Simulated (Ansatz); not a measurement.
# Sc (P6_3/mmc, 2 atoms in the cell): modes against uniaxial strain along c

Aim: how do the optical modes of Sc (P6_3/mmc, 2 atoms in the cell) shift and split under this strain?

Method: DFT LDA, scalar-relativistic, plane waves, PAW; PAW set soft_1, in Ansatz 0.2.0.

Report form: the programs' logs are mostly left out.

## Step 1: Set-up

The structure is hexagonal, space group P6_3/mmc (No. 194). The conventional cell has a = 3.309 Å, b = 3.309 Å, c = 5.273 Å, α = 90.00°, β = 90.00°, γ = 120.00°. Sc has 12 Sc at 3.26 to 3.31 Å nearest.

Coordinates:

```cif
data_structure
_symmetry_space_group_name_H-M 'P6_3/mmc'
_symmetry_Int_Tables_number 194
_cell_length_a 3.3090
_cell_length_b 3.3090
_cell_length_c 5.2733
_cell_angle_alpha 90.000
_cell_angle_beta 90.000
_cell_angle_gamma 120.000
_cell_volume 50.00
loop_
_atom_site_label
_atom_site_type_symbol
_atom_site_symmetry_multiplicity
_atom_site_Wyckoff_symbol
_atom_site_fract_x
_atom_site_fract_y
_atom_site_fract_z
_atom_site_occupancy
Sc1 Sc 2 c 0.33333 0.66667 0.25000 1
```

## Step 2: Bringing the structure to rest

Harmonic phonons are second derivatives at a point where the forces vanish, and they are wanted at zero stress, so atoms and cell are relaxed first.

Contents of input.yaml:

```yaml
crystal:
  lattice:
    - [3.309, 0.0, 0.0]
    - [-1.6545, 2.8656780611, 0.0]
    - [0.0, 0.0, 5.2733]
  atoms:
    - { symbol: Sc, position: [0.33333333, 0.66666667, 0.25] }
    - { symbol: Sc, position: [0.66666667, 0.33333333, 0.75] }
kpoints:
  mp_grid: { grid: [15, 15, 8] }
hamiltonian:
  xc: lda
  pseudopotentials: { kind: paw, azcp: { folder: soft_1 }, xc_functional: pbe }
scf:
  occupations: { method: gaussian, width: 0.1 }
output:
  forces: true
  stress: true
  eigenvalues: true
relax:
  adjacent_minimum: "off"
  f_tol: 0.005
  max_steps: 80
  cell: { stress_tol: 0.05 }
```

Run with:

```
$ ansatz run input.yaml --threads 4 --pin off --max-ram 10240MiB --backend cpu --events-out ev --progress --plain --runs-dir out
```

Wall time 32 s (4 threads of Intel Xeon at 2.50GHz (Skylake/Cascade Lake), shared host); peak memory 0.43 GiB.

The steps of the relaxation:

| step | energy less that of the first step (eV) | largest force component (eV/Å) | pressure (GPa) | volume (Å³) |
| --- | --- | --- | --- | --- |
| 1 | 0.0000 | 0.0000 | -5.35 | 50.00 |
| 2 | -0.0946 | 0.0000 | 0.54 | 44.66 |
| 3 | -0.0966 | 0.0000 | -0.01 | 45.04 |
| 4 | -0.0967 | 0.0000 | 0.01 | 45.02 |
| 5* | -0.0964 | 0.0000 | 0.00 | 45.02 |

Relaxation steps marked * repeat the geometry before them on a plane-wave basis chosen anew for their cell, so energy and pressure can jump there.

The run keeps the 24 symmetry operations that it works with, so distortions that break them were not tested.

| conventional cell, symmetrised | before | after | change |
| --- | --- | --- | --- |
| a (Å) | 3.309 | 3.230 | -2.4 % |
| b (Å) | 3.309 | 3.230 | -2.4 % |
| c (Å) | 5.273 | 4.985 | -5.5 % |
| volume (Å³/atom) | 25.00 | 22.51 | -10.0 % |

Final coordinates:

```xyz
2
Lattice="3.2296 0.0000 0.0000 -1.6148 2.7969 0.0000 0.0000 0.0000 4.9845" Properties=species:S:1:pos:R:3 pbc="T T T"
Sc    0.0000    1.8646    1.2461
Sc    1.6148    0.9323    3.7384
```

This step gave:

- pressure: 0.004833 GPa
- volume per atom: 22.51 Å³
- gap on the k-mesh: 0 eV

In this step the volume went from 25.00 to 22.51 Å³/atom.

## Step 3: Relaxation

The relaxation is repeated from its end on the same settings, as a check that it has come to rest.

input.yaml, the sections that differ from step 2:

```yaml
crystal:
  lattice:
    - [3.2295941641, 0.0, 0.0]
    - [-1.6147970821, 2.7969105901, 0.0]
    - [0.0, 0.0, 4.9845188724]
  atoms:
    - { symbol: Sc, position: [0.3333333333, 0.6666666667, 0.25] }
    - { symbol: Sc, position: [0.6666666667, 0.3333333333, 0.75] }
output:
  forces: true
  stress: true
  eigenvalues: true
  write_density: true
  write_potential: true
  elf: true
  volumetric_format: npy
# kpoints, hamiltonian, scf, relax: as in step 2
```

Wall time 13 s (4 threads); peak memory 0.42 GiB.

Little changed from the start: no atom moved by 0.005 Å and no cell edge by 0.1 %.

In this step the volume went from 22.51 to 22.51 Å³/atom.

## Step 4: Tight relaxation

Phonons need small forces and stress, so the relaxation is finished with tight tolerances on 15×15×8 k points.

input.yaml, the sections that differ from step 3:

```yaml
crystal:
  lattice:
    - [3.2295941641, 0.0, 0.0]
    - [-1.6147970821, 2.79691059, 0.0]
    - [0.0, 0.0, 4.9845188724]
  atoms:
    - { symbol: Sc, position: [0.3333333333, 0.6666666667, 0.25] }
    - { symbol: Sc, position: [0.6666666667, 0.3333333333, 0.75] }
scf:
  occupations: { method: methfessel_paxton, width: 0.2 }
output:
  forces: true
  stress: true
  eigenvalues: true
relax:
  adjacent_minimum: "off"
  f_tol: 0.001
  max_steps: 60
  cell: { stress_tol: 0.01 }
# kpoints, hamiltonian: as in step 3
```

Run time: 15 s. Hardware: 4 threads; peak memory 0.43 GiB; 30 s of CPU time.

Little changed from the start: no atom moved by 0.005 Å and no cell edge by 0.1 %.

This step gave:

* pressure: -0.004040 GPa

The forces vanish by symmetry and the pressure is -0.004 GPa, within the tolerances set. The cell now holds 22.51 Å³/atom.

## Step 5: Zone-centre response at rest

Phonons follow from the second derivative of the energy, found here by linear response.

The modes at rest are the reference of the series.

input.yaml, the sections that differ from step 4:

```yaml
crystal:
  lattice:
    - [3.2304488863, 0.0, 0.0]
    - [-1.6152244432, 2.7976508012, 0.0]
    - [0.0, 0.0, 4.982245406]
  atoms:
    - { symbol: Sc, position: [0.3333333333, 0.6666666667, 0.25] }
    - { symbol: Sc, position: [0.6666666667, 0.3333333333, 0.75] }
output:
  eigenvalues: true
phonons:
  method: dfpt
# kpoints, hamiltonian, scf: as in step 4
# relax: removed
```

Run time: 61 s. Hardware: 4 threads; peak memory 0.98 GiB.

Numbers from this step:

```yaml
sum_rule_residual_before_enforcement: 8.01e-5 eV/Å²
point_group: 6/mmm
highest_optical_mode_at_the_zone_centre_no_lo_to_term: 240.0 cm⁻¹
lowest_optical_zone_centre_mode: 137.5 cm⁻¹
```

Patterns of degenerate modes are one choice out of their space. Modes at Γ:

| mode | frequency (cm⁻¹) | symmetry |
| --- | --- | --- |
| 1 | 0.0 | acoustic |
| 2 | 0.0 | acoustic |
| 3 | 0.0 | acoustic |
| 4 | 137.5 | E2g |
| 5 | 137.5 | E2g |
| 6 | 240.0 | B1g |

Displacements in mode 4 (137.5 cm⁻¹), the largest set to 1:
```
Sc1 -1.00  0.00  0.00
Sc2  1.00  0.00  0.00
```

Displacements in mode 6 (240.0 cm⁻¹), the largest set to 1:
```
Sc1  0.00  0.00  1.00
Sc2  0.00  0.00 -1.00
```

Before it was imposed, the acoustic sum rule was missed by 8.0e-5 eV/Å². Small misses are needed for a sound result but don't prove that mesh and cutoff are converged. The lowest optical mode is real, 137 cm⁻¹.

## Step 6: A member of the series: uniaxial strain of +4 % along c

The cell takes a uniaxial strain of +4 % along c. The strained length and the angles are held, while the rest of the cell and the atoms relax.

input.yaml, the sections that differ from step 5:

```yaml
crystal:
  lattice:
    - [3.2095485984, 0.0, 0.0]
    - [-1.6047742992, 2.7795506209, 0.0]
    - [0.0, 0.0, 5.1815352223]
  atoms:
    - { symbol: Sc, position: [0.3333332938, 0.6666667062, 0.25] }
    - { symbol: Sc, position: [0.6666667062, 0.3333332938, 0.75] }
output:
  forces: true
  stress: true
  eigenvalues: true
relax:
  adjacent_minimum: "off"
  f_tol: 0.001
  max_steps: 60
  cell: { stress_tol: 0.01, fix: [c, angles] }
# kpoints, hamiltonian, scf: as in step 5
# phonons: removed
```

It took 39 s on 4 threads; peak memory 0.54 GiB; 85 s of CPU time.

Step by step:

| step | energy less that of the first step (eV) | largest force component (eV/Å) | pressure (GPa) | volume (Å³) |
| --- | --- | --- | --- | --- |
| 1 | 0.0000 | 0.0000 | -1.44 | 46.23 |
| 2 | -0.0002 | 0.0000 | -1.12 | 45.97 |
| 3 | -0.0002 | 0.0000 | -1.18 | 46.02 |
| 4* | -0.0002 | 0.0000 | -1.18 | 46.02 |

Relaxation steps marked * repeat the geometry before them on a plane-wave basis chosen anew for their cell, so energy and pressure can jump there.

| conventional cell, symmetrised | before | after | change |
| --- | --- | --- | --- |
| a (Å) | 3.210 | 3.202 | -0.2 % |
| b (Å) | 3.210 | 3.202 | -0.2 % |
| c (Å) | 5.182 | 5.182 | +0.0 % |
| volume (Å³/atom) | 23.11 | 23.01 | -0.4 % |

Final coordinates:

```xyz
2
Lattice="3.2024 0.0000 0.0000 -1.6012 2.7733 0.0000 0.0000 0.0000 5.1815" Properties=species:S:1:pos:R:3 pbc="T T T"
Sc    0.0000    1.8489    1.2954
Sc    1.6012    0.9244    3.8862
```

Numbers from this step:

- pressure: -1.182 GPa
- volume per atom: 23.01 Å³

The largest force component left is 5.0e-4 meV/Å.

## Step 7: Zone-centre modes of the member: uniaxial strain of +4 % along c

The zone-centre modes follow for uniaxial strain of +4 % along c.

input.yaml, the sections that differ from step 6:

```yaml
crystal:
  lattice:
    - [3.2023866751, 0.0, 0.0]
    - [-1.6011933376, 2.7733482134, 0.0]
    - [0.0, 0.0, 5.1815352223]
  atoms:
    - { symbol: Sc, position: [0.3333333737, 0.6666666263, 0.25] }
    - { symbol: Sc, position: [0.6666666263, 0.3333333737, 0.75] }
output:
  eigenvalues: true
phonons:
  method: dfpt
# kpoints, hamiltonian, scf: as in step 6
# relax: removed
```

Wall time 59 s (4 threads); peak memory 1 GiB.

This step gave:

```
sum-rule residual before enforcement                    : 7.91e-5 eV/Å²
highest optical mode at the zone centre (no LO-TO term) : 204.2 cm⁻¹
lowest optical zone-centre mode                         : 124.5 cm⁻¹
```

Patterns of degenerate modes are one choice out of their space. Modes at Γ:

| mode | frequency (cm⁻¹) | symmetry |
| --- | --- | --- |
| 1 | 0.0 | acoustic |
| 2 | 0.0 | acoustic |
| 3 | 0.0 | acoustic |
| 4 | 124.5 | E2g |
| 5 | 124.5 | E2g |
| 6 | 204.2 | B1g |

The lowest optical mode is real, 124 cm⁻¹, and the highest lies at 204.2 cm⁻¹.

Between step 5 and this run (strain 4 %) the value for the highest optical mode at the zone centre (no LO-TO term) moves from 240 cm⁻¹ to 204 cm⁻¹ (-15 %).

## Step 8: Relaxation of a member: uniaxial strain of -4 % along c

The cell takes a uniaxial strain of -4 % along c. The strained length and the angles are held, while the rest of the cell and the atoms relax.

input.yaml, the sections that differ from step 7:

```yaml
crystal:
  lattice:
    - [3.2517214797, 0.0, 0.0]
    - [-1.6258607399, 2.8160734075, 0.0]
    - [0.0, 0.0, 4.7829555896]
  atoms:
    - { symbol: Sc, position: [0.3333333531, 0.6666666469, 0.25] }
    - { symbol: Sc, position: [0.6666666469, 0.3333333531, 0.75] }
output:
  forces: true
  stress: true
  eigenvalues: true
relax:
  adjacent_minimum: "off"
  f_tol: 0.001
  max_steps: 60
  cell: { stress_tol: 0.01, fix: [c, angles] }
# kpoints, hamiltonian, scf: as in step 7
# phonons: removed
```

Elapsed: 39 s, on 4 threads; peak memory 0.52 GiB.

The steps of the relaxation:

| step | energy less that of the first step (eV) | largest force component (eV/Å) | pressure (GPa) | volume (Å³) |
| --- | --- | --- | --- | --- |
| 1 | 0.0000 | 0.0000 | 1.68 | 43.80 |
| 2 | -0.0002 | 0.0000 | 1.24 | 44.09 |
| 3 | -0.0002 | 0.0000 | 1.37 | 44.00 |
| 4* | -0.0002 | 0.0000 | 1.37 | 44.00 |

Relaxation steps marked * repeat the geometry before them on a plane-wave basis chosen anew for their cell, so energy and pressure can jump there.

| conventional cell, symmetrised | before | after | change |
| --- | --- | --- | --- |
| a (Å) | 3.252 | 3.259 | +0.2 % |
| b (Å) | 3.252 | 3.259 | +0.2 % |
| c (Å) | 4.783 | 4.783 | -0.0 % |
| volume (Å³/atom) | 21.90 | 22.00 | +0.5 % |

The relaxed structure:

```cif
data_structure
_symmetry_space_group_name_H-M 'P 1'
_symmetry_Int_Tables_number 1
_cell_length_a 3.2591
_cell_length_b 3.2591
_cell_length_c 4.7830
_cell_angle_alpha 90.000
_cell_angle_beta 90.000
_cell_angle_gamma 120.000
_cell_volume 44.00
loop_
_atom_site_label
_atom_site_type_symbol
_atom_site_fract_x
_atom_site_fract_y
_atom_site_fract_z
_atom_site_occupancy
Sc1 Sc 0.33333 0.66667 0.25000 1
Sc2 Sc 0.66667 0.33333 0.75000 1
```

Numbers from this step:

| Property | Result |
| --- | --- |
| pressure | 1.374 GPa |
| volume per atom | 22.00 Å³ |

The largest force component left is 5.1e-4 meV/Å.

## Step 9: Modes of this member: uniaxial strain of -4 % along c

The zone-centre modes follow for uniaxial strain of -4 % along c.

input.yaml, the sections that differ from step 8:

```yaml
crystal:
  lattice:
    - [3.2591329805, 0.0, 0.0]
    - [-1.6295664903, 2.8224919554, 0.0]
    - [0.0, 0.0, 4.7829555896]
  atoms:
    - { symbol: Sc, position: [0.3333333613, 0.6666666387, 0.25] }
    - { symbol: Sc, position: [0.6666666387, 0.3333333613, 0.75] }
output:
  eigenvalues: true
phonons:
  method: dfpt
# kpoints, hamiltonian, scf: as in step 8
# relax: removed
```

The job ended after 58 s (4 threads; peak memory 0.97 GiB; 1.8 min of CPU time).

Numbers from this step:

| Quantity | Value |
| --- | --- |
| sum-rule residual before enforcement | 4.83e-5 eV/Å² |
| highest optical mode at the zone centre (no LO-TO term) | 273.8 cm⁻¹ |
| lowest optical zone-centre mode | 149.7 cm⁻¹ |

Patterns of degenerate modes are one choice out of their space. Modes at Γ:

| mode | frequency (cm⁻¹) | symmetry |
| --- | --- | --- |
| 1 | 0.0 | acoustic |
| 2 | 0.0 | acoustic |
| 3 | 0.0 | acoustic |
| 4 | 149.7 | E2g |
| 5 | 149.7 | E2g |
| 6 | 273.8 | B1g |

Displacements in mode 4 (149.7 cm⁻¹), the largest set to 1:
```
Sc1  1.00  0.00  0.00
Sc2 -1.00  0.00  0.00
```

Displacements in mode 6 (273.8 cm⁻¹), the largest set to 1:
```
Sc1  0.00  0.00  1.00
Sc2  0.00  0.00 -1.00
```

The lowest optical mode is real, 150 cm⁻¹, and the highest lies at 273.8 cm⁻¹.

For the highest optical mode at the zone centre (no LO-TO term), step 5 gave 240 cm⁻¹; this run, with strain -4 %, gives 274 cm⁻¹ (+14 %).

## Step 10: The series together

The members are set side by side, also those not shown above.

Stress is positive in compression; energies are extrapolated to zero smearing, and E0 is that at rest; the edges not held and the atoms are relaxed in each cell; all runs use 15×15×8 k points and Methfessel-Paxton smearing of 0.2 eV. State of the crystal along the series:

| strain (%) | stress along the axis (GPa) | free strain along a (%) | free strain along b (%) | E - E0 (meV/atom) |
| --- | --- | --- | --- | --- |
| -4 | 4.123 | 0.8879 | 0.8879 | 11.29 |
| -3 | 3.05 | 0.6585 | 0.6585 | 6.206 |
| -2 | 2.003 | 0.4346 | 0.4346 | 2.669 |
| -1 | 0.9832 | 0.215 | 0.215 | 0.6182 |
| 0 | -0.008032 | 0 | 0 | 0 |
| 1 | -0.964 | -0.2149 | -0.2149 | 0.7638 |
| 2 | -1.877 | -0.4295 | -0.4295 | 2.852 |
| 3 | -2.737 | -0.647 | -0.647 | 6.177 |
| 4 | -3.544 | -0.8687 | -0.8687 | 10.64 |

Optical modes are counted from below at rest and tracked from member to member by their patterns, and modes that stay within 0.3 cm⁻¹ of each other stand once; labels, where given, are those at rest; the edges not held and the atoms are relaxed in each cell; all runs use 15×15×8 k points and Methfessel-Paxton smearing of 0.2 eV. Optical modes along the series:

| strain (%) | optical mode 1 E2g (cm⁻¹) | optical mode 2 B1g (cm⁻¹) |
| --- | --- | --- |
| -4 | 149.7 | 273.8 |
| -3 | 146.9 | 265.7 |
| -2 | 143.9 | 257.3 |
| -1 | 140.7 | 248.7 |
| 0 | 137.5 | 240 |
| 1 | 134.2 | 231.2 |
| 2 | 130.9 | 222.2 |
| 3 | 127.6 | 213.2 |
| 4 | 124.5 | 204.2 |

Value and slope at zero strain of a cubic (a lower polynomial where under five rows exist) through the rows within 2 % of rest. Slopes at rest:

| mode | frequency (cm⁻¹) | shift per percent of strain (cm⁻¹) | shift per GPa of compressive stress (cm⁻¹) |
| --- | --- | --- | --- |
| optical mode 1 E2g | 137.5 | -3.28 | 3.36 |
| optical mode 2 B1g | 240 | -8.77 | 9 |

## Step 11: What came out

```
members                                                          : 9
highest optical mode at the zone centre (no LO-TO term), at rest : 240.0 cm⁻¹
Young’s modulus along c                                          : 97.5 GPa
optical mode 1 E2g, shift per percent                            : -3.28 cm⁻¹
optical mode 2 B1g, shift per percent                            : -8.77 cm⁻¹
```

In words: The stress changes by 0.97 GPa for each percent, a Young’s modulus of 97 GPa along c. For each percent the free edge responds with -0.21 %. The fastest shift in the table of slopes is -8.8 cm⁻¹ for each percent (optical mode 2 B1g), or 9.0 cm⁻¹ for each GPa of compressive stress. For small strain, the measured shift of a line that Raman or infrared light can see, divided by its slope, estimates the stress, if the state of stress is of this kind. These are harmonic frequencies at zero temperature: anharmonic shifts, linewidths and thermal expansion are left out. With no gap, or one that is small against the smearing, the frequencies hang on the k mesh and the smearing, most of all near Kohn anomalies. The PAW files were made for PBE; the program adapts parts of them to the functional of the run, but their partial waves stay those of PBE, an approximation that was not tested in this session. Only the zone centre was solved, so an instability at another wavevector cannot show here.

[Logs are printed without paths, hosts, clocks, repeated set-up lines and the standing remarks that a program may print on its own settings, such as how far it seeks lower states.]

[Hosts, paths, dates, database ids (printed as entryN), source tags and the programs' standing remarks are cut or masked in the printed files.]
